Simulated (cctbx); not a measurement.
# A disordered crystal of nominal Cs3Sb2

Cell a = 9.9670 Å, b = 10.3590 Å, c = 9.7970 Å, α = 90.00°, β = 106.28°, γ = 90.00°; space group C2/c (no. 15); nominal formula Cs3Sb2.

The data are simulated with cctbx, not measured: Mo Kα, λ = 0.71073 Å, to d = 0.77 Å, 70 % of the full sphere, strongest reflection 70000 counts, noise from counting, a 6 % proportional error and a noise floor of 2 counts (s.d.); no absorption.

With every site full:

```text
Rint 0.041, 1105 unique reflections to 0.77 A
cycle     R1     wR2    GooF  max shift (A)
   1  0.2003  0.5335  11.579   0.00296
   2  0.0571  0.2090   4.535   0.00005
final R1 0.0571 wR2 0.2090 GooF 4.535  parameters 23  data/parameter 48.0
atom        x        y        z      Ueq    occ   su(xyz)  su(Uiso or U11)
Cs1    0.50000  0.34022  0.75000   0.0119  1.000  0.00012  0.0007
Cs2    0.71494  0.94744  0.99115  -0.0008  1.000  0.00007  0.0005  NPD
Sb1    0.59581  0.71700  0.66032   0.0011  1.000  0.00008  0.0006  NPD
difference map: max 10.58 min -5.85 rms 0.91
Q1    0.2092  0.4577  0.9816    8   10.75  0.14 A from Cs2
Q2    0.0968  0.2329  0.6663    8    9.57  0.17 A from Sb1
Q3    0.0467  0.1182  0.4415    8    1.28  1.85 A from Cs1
Q4    0.0714  0.4592  0.8966    8    1.27  1.48 A from Cs2
Q5    0.0000  0.2259  0.7500    4    1.26  1.47 A from Sb1
Q6    0.1662  0.3321  0.6797    8    1.24  1.37 A from Sb1
```

With the occupancies of the suspect sites free, each still typed as its main element:

```text
Rint 0.041, 1105 unique reflections to 0.77 A
cycle     R1     wR2    GooF  max shift (A)
   1  0.1654  0.4817  10.459   0.00149
   8  0.0160  0.0419   0.910   0.00001
final R1 0.0160 wR2 0.0419 GooF 0.910  parameters 24  data/parameter 46.0
atom        x        y        z      Ueq    occ   su(xyz)  su(Uiso or U11)
Cs1    0.50000  0.34027  0.75000   0.0047  0.751  0.00002  0.0002
Cs2    0.71479  0.94758  0.99090   0.0048  1.000  0.00001  0.0001
Sb1    0.59590  0.71719  0.66048   0.0068  1.000  0.00002  0.0001
su of occupancy Cs1: 0.001
difference map: max 0.82 min -0.76 rms 0.21
Q1    0.0000  0.2227  0.7500    4    0.85  1.47 A from Sb1
Q2    0.0509  0.3381  0.3980    8    0.76  2.32 A from Cs1
Q3    0.1373  0.4526  0.2930    8    0.75  2.14 A from Cs2
Q4    0.1240  0.2950  0.8365    8    0.72  1.85 A from Sb1
Q5    0.0667  0.4320  0.9053    8    0.68  1.49 A from Cs2
Q6    0.0022  0.0982  0.6068    8    0.67  1.55 A from Sb1
```

**Question.** What is the disorder?

X-rays count electrons. Cs1 refines to 0.751(0.001), or 41.3 electrons; the site truly holds 0.75 Cs, 41.2 electrons, which is 0.750 of Cs. A value under 1 can't tell vacancies from a lighter guest, and one over 1 needs a heavier guest; chemistry or a second radiation must settle which. Occupancy correlates with U and the scale, so the match is approximate.

Freeing them takes R1 from 0.0571 to 0.0160 and GooF from 4.54 to 0.91.

This is a model crystal, built by substitution and not relaxed, with assumed displacement parameters.

[Middle refinement cycles are left out of these outputs.]

[Logs are printed without paths, hosts, clocks, repeated set-up lines and the standing remarks that a program may print on its own settings, such as how far it seeks lower states.]
